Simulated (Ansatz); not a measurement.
# How many bands does the GW gap of Sb2Se3 (Antimonselite) need?, part 2 of 2

Aim: see how the G0W0 gap of Sb2Se3 (Antimonselite) on PBE moves with empty bands and screening cutoff, and what each rung costs.

Ansatz 0.2.0; G0W0 on PBE, plane waves, PAW. Known limits of the many-body steps: not at the basis limit; no spin-orbit coupling; coarse k mesh.

So far. Step 4 (1419 empty bands, screening to 110 eV): Against the run with 2×4×2 mesh, 659 empty bands, screening to 66 eV, the gap moves by +0.06 eV.

**5. Changing the frequency model: 2×4×2 mesh, 659 empty bands, screening to 66 eV, plasmon pole**

A plasmon pole stands in for the full frequency dependence of the screening; this run shows what that costs in accuracy. Bands and cutoff differ from the step before, so it is read against an earlier run that matches them.

input.yaml reads:

```yaml
crystal:
  lattice:
    - [11.77, 0.0, 0.0]
    - [0.0, 3.962, 0.0]
    - [0.0, 0.0, 11.62]
  atoms:
    - { symbol: Sb, position: [0.0305, 0.25, 0.328] }
    - { symbol: Sb, position: [0.9695, 0.75, 0.672] }
    - { symbol: Sb, position: [0.4695, 0.75, 0.828] }
    - { symbol: Sb, position: [0.5305, 0.25, 0.172] }
    - { symbol: Sb, position: [0.1478, 0.75, 0.0397] }
    - { symbol: Sb, position: [0.8522, 0.25, 0.9603] }
    - { symbol: Sb, position: [0.3522, 0.25, 0.5397] }
    - { symbol: Sb, position: [0.6478, 0.75, 0.4603] }
    - { symbol: Se, position: [0.0534, 0.25, 0.8732] }
    - { symbol: Se, position: [0.9466, 0.75, 0.1268] }
    - { symbol: Se, position: [0.4466, 0.75, 0.3732] }
    - { symbol: Se, position: [0.5534, 0.25, 0.6268] }
    - { symbol: Se, position: [0.1302, 0.75, 0.4434] }
    - { symbol: Se, position: [0.8698, 0.25, 0.5566] }
    - { symbol: Se, position: [0.3698, 0.25, 0.9434] }
    - { symbol: Se, position: [0.6302, 0.75, 0.0566] }
    - { symbol: Se, position: [0.2132, 0.25, 0.1935] }
    - { symbol: Se, position: [0.7868, 0.75, 0.8065] }
    - { symbol: Se, position: [0.2868, 0.75, 0.6935] }
    - { symbol: Se, position: [0.7132, 0.25, 0.3065] }
kpoints:
  mp_grid: { grid: [2, 4, 2] }
hamiltonian:
  xc: pbe
scf:
  occupations: { method: fixed }
gw:
  n_empty_bands: 659
  ecut_chi: 66
  qp_bands: [v2, c2]
  qp_kpoints: band_edges
  screening: { model: godby_needs }
```

Command:

```bash
$ ansatz run input.yaml --threads 32 --pin off --max-ram 82944MiB --backend cuda --events-out ev --progress --plain --runs-dir out --devices 1 --max-vram 78GiB
```

Numbers of over 12 decimals in the logs are rounded to 6 here.

Log:

```text
GPUs: using 1 of 1 available (devices: 1).
[...]
GPU FFT provider: cuFFT
GPU libraries: cuBLAS 13.8.1, cuFFT 12.4.0, cuSOLVER 12.3.2
[...]
Crystal: 20 atoms, lattice volume = 541.872 Å³
Basis set: ecut = 420 eV, 10641 PW (Γ)
Bands: 188, of which v1, the nominal top of the filled ones, is band 156 counted from 1 (155 counted from 0)
Symmetry: 8 space group operations
[...]
k-points: 12 of 16
[...]
6   158      9.5840   -10.2371    -3.0502   -13.5594  0.7976     9.8564     9.8561  root *
[...]
10   155      7.9497   -16.4844     1.6315   -14.7253  0.7819     7.8220     7.8221  root
    10   156      7.9497   -16.4844     1.6315   -14.7253  0.7819     7.8220     7.8221  root
    10   157     10.3136    -9.7693    -3.2746   -13.3144  0.7949    10.5845    10.5842  root
    10   158     10.3136    -9.7693    -3.2746   -13.3144  0.7949    10.5845    10.5842  root
[key lines of the parts left out:]
SCF converged after 8 iterations
Free energy (F): -117509.738122 eV
Fermi energy:    8.405771 eV
```

It took 49 s on 1 × NVIDIA GB200 (shared by 2 runs) with 32 threads of Arm Neoverse V2, shared host; peak memory 4.4 GiB.

This step gave:

```
bands summed                                 : 815
plasmon-pole fit frequency                   : 28.18 eV
RPA ε∞ on this mesh (eigenvalues)            : 11.74, 17.77, 18.51
plane waves in the screening matrix          : 665
G0W0 gap on the mesh                         : 1.285 eV
k of the valence top                         : 0, 0, 0
k of the conduction bottom                   : 0, 0, -0.5
starting gap on the mesh                     : 1.029 eV
least direct G0W0 gap on the computed points : 1.340 eV
```

Against the run with 2×4×2 mesh, 659 empty bands, screening to 66 eV, the gap moves by −0.03 eV.

**6. Changing the files: 2×4×2 mesh, 659 empty bands, screening to 66 eV, hard PAW files**

Other atomic data (hard PAW) test the pseudisation: the cutoff goes from 420 to 580 eV and the valence electrons from 312 to 360, which opens shells that were frozen.

input.yaml: that of step 5 with these lines changed.

```diff
@@ -30,2 +30,3 @@
   xc: pbe
+  pseudopotentials: { kind: paw, source: ansatz }
 scf:
@@ -37,2 +38,2 @@
   qp_kpoints: band_edges
-  screening: { model: godby_needs }
+  screening: { model: contour_deformation }
```

Log:

```text
GPUs: using 1 of 1 available (devices: 1).
[...]
Crystal: 20 atoms, lattice volume = 541.872 Å³
Basis set: ecut = 580 eV, 17189 PW (Γ)
Bands: 216, of which v1, the nominal top of the filled ones, is band 180 counted from 1 (179 counted from 0)
Symmetry: 8 space group operations
[...]
k-points: 12 of 16
[...]
7   182     10.6332   -10.0510    -3.0021   -13.3103  0.7668    10.8915    10.8905  root *
[...]
10   179      9.1467   -16.4987     1.6449   -14.7360  0.7394     9.0286     9.0289  root
    10   180      9.1467   -16.4987     1.6449   -14.7360  0.7394     9.0286     9.0289  root
    10   181     11.5099    -9.7718    -3.2654   -13.3138  0.7617    11.7880    11.7865  root
    10   182     11.5099    -9.7718    -3.2654   -13.3138  0.7617    11.7880    11.7865  root
[key lines of the parts left out:]
SCF converged after 11 iterations
Free energy (F): -139702.710175 eV
Fermi energy:    9.602638 eV
```

Run time: 63 s. Hardware: 1 × NVIDIA GB200 (shared by 2 runs) with 32 threads; peak memory 6.8 GiB.

This step gave:

```yaml
bands_summed: 839
rpa_eps_infinity_on_this_mesh_eigenvalues: 11.74, 17.77, 18.52
plane_waves_in_the_screening_matrix: 665
g0w0_gap_on_the_mesh: 1.315 eV
k_of_the_valence_top: 0, 0, 0
k_of_the_conduction_bottom: 0, 0, -0.5
starting_gap_on_the_mesh: 1.029 eV
least_direct_g0w0_gap_on_the_computed_points: 1.368 eV
```

Against the run with 2×4×2 mesh, 659 empty bands, screening to 66 eV, the gap moves by +0.000 eV.

**7. Convergence and cost**

Times are wall times on 1 × NVIDIA GB200 (shared by 2 runs) with 32 threads of Arm Neoverse V2, shared host, good to a factor of about two.

```csv
mesh,files,frequency,bands summed,cutoff (eV),start (eV),G0W0 (eV),time,host memory (GiB)
2×4×2,default PAW,contour deformation,389,33,1.029,1.244,30 s,2.8
2×4×2,default PAW,contour deformation,815,66,1.029,1.315,49 s,4.5
2×4×2,default PAW,contour deformation,1575,110,1.029,1.371,1.9 min,8.8
2×4×2,default PAW,plasmon pole,815,66,1.029,1.285,49 s,4.4
2×4×2,hard PAW,contour deformation,839,66,1.029,1.315,63 s,6.8
```

The parts of the quasiparticle energy at the two band edges (eV; QP = start + Σx + Σc − Vxc):

```csv
run,edge,start,Σx,Σc,Vxc,Z,QP
389 bands,valence top,8.34,-16.02,1.31,-15.17,0.76,8.79
389 bands,conduction bottom,9.43,-10.01,-2.60,-13.21,0.77,10.04
815 bands,valence top,8.34,-16.02,0.87,-15.17,0.75,8.36
815 bands,conduction bottom,9.43,-10.01,-2.96,-13.21,0.77,9.67
1575 bands,valence top,8.34,-16.02,0.59,-15.17,0.75,8.08
1575 bands,conduction bottom,9.43,-10.01,-3.19,-13.21,0.77,9.45
```

 Where G0W0 reorders the edges (389 bands, 815 bands and 1575 bands), the two states listed lie further apart at the start than the starting gap.

**8. What came out**

| Property | Result |
| --- | --- |
| 389 bands, 33 eV | 1.244 eV |
| 815 bands, 66 eV | 1.315 eV |
| 1575 bands, 110 eV | 1.371 eV |
| estimated limit in bands and cutoff | 1.43 eV |
| mesh and start | 2×4×2, PBE |

What this shows: A line in one over the bands through the two highest rungs gives 1.43 eV, +0.06 eV from the top rung; the pair below gives 1.38 eV, so the estimate is still climbing. The rungs stand 0.19 eV (389 bands), 0.12 eV (815 bands) and 0.06 eV (1575 bands) from it. From 389 to 1575 bands the gap moves by +0.13 eV while the time grows 3.9-fold. Σc changes by −0.72 eV at the valence top and −0.59 eV at the conduction bottom, so the levels themselves move more than the gap between them. The plasmon-pole model gives −0.03 eV against contour deformation, 10 % of the correction, and saved no time in this program. Hard PAW files move the gap by +0.00 eV at equal bands and cutoff, +0.00 eV of it in the start. The cheapest rung within 0.1 eV of this estimate is that with 1575 bands (1.9 min). The 2×4×2 mesh misses a band edge: over a band path and its finer mesh (run apart) the PBE gap is 0.97 eV, so the G0W0 gap over the zone may lie about 0.05 eV below its value on the mesh. The 2×4×2 mesh is coarse for this cell (its supercell is 16 Å along the shortest edge). The RPA ε∞ on it, from the PBE start, is 11.72, 17.69 and 18.45; such meshes misread the long-range screening, most where the gap is narrow. The many-body steps are scalar-relativistic: spin-orbit coupling is not in them.

[Paths, hosts, dates, memory and timing lines, banners, echoed tables and standing remarks are left out of the program output.]

[Logs are printed without paths, hosts, clocks, repeated set-up lines and the standing remarks that a program may print on its own settings, such as how far it seeks lower states.]

[Runs of the session that timed out or met a known fault of the program may be left out.]

[Cells called generated may have been cut or substituted from an entry of the Crystallography Open Database or the Materials Project.]

[Hosts, paths, dates, database ids (printed as entryN), source tags and the programs' standing remarks are cut or masked in the printed files.]
